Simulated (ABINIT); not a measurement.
An input for ABINIT 10.8.3 (Selenium (P3_121, 3 atoms a cell)):

```
acell 3*1.0 Angstrom
rprim 
  4.366199999998 0.000000000000 0.000000000000
  -2.183099999999 3.781240118002 0.000000000000
  0.000000000000 0.000000000000 4.953600000000
ntypat 1
znucl 34
natom 3
typat 1 1 1
xred 
  0.225400000000 0.000000000000 0.333333333333
  0.000000000000 0.225400000000 0.666666666667
  0.774600000000 0.774600000000 0.000000000000
pp_dirpath "pseudos"
pseudos "Se.upf"
ecut 48
ngkpt 3 3 2
nshiftk 1
shiftk 0 0 0
kptopt 1
chksymbreak 0
istwfk *1
occopt 1
irdwfk 1
optdriver 3
nband 135
ecuteps 4.8
inclvkb 2
awtr 1
symchi 1
irdqps 1
gwcalctyp 10
nqptdm 5
qptdm 
  0.3333333333 0.0000000000 0.0000000000
  0.3333333333 0.3333333333 0.0000000000
  0.0000000000 0.0000000000 0.5000000000
  0.3333333333 0.0000000000 0.5000000000
  0.3333333333 0.3333333333 0.5000000000
indata_prefix "in"
outdata_prefix "out"
tmpdata_prefix "tmp"
```

```sh
OMP_NUM_THREADS=1 mpirun -n 8 abinit run.abi > log; mrgscr < mrgscr.stdin
```

**Question.** Estimate wall time and host memory on 8 MPI ranks of AMD EPYC 7B13 (Zen 3), shared host.

It took 43 s; on shared hardware allow 21 s to 86 s. Peak host memory was 2.5 GiB.

[Paths, hosts, dates, memory and timing lines, banners, echoed tables and standing remarks are left out of the program output.]

[Logs are printed without paths, hosts, clocks, repeated set-up lines and the standing remarks that a program may print on its own settings, such as how far it seeks lower states.]

[Runs of the session that timed out or met a known fault of the program may be left out.]

[Hosts, paths, dates, database ids (printed as entryN), source tags and the programs' standing remarks are cut or masked in the printed files.]

[G0W0 gaps are taken among the corrected bands and points alone; a level outside them can change the order at an edge.]

[Where Ansatz stands beside ABINIT at settings called matched, ABINIT's density can come from a denser mesh and the files from another edition; pairs whose starting gaps differed by over 0.03 eV were left out, so agreement reads better than it is.]
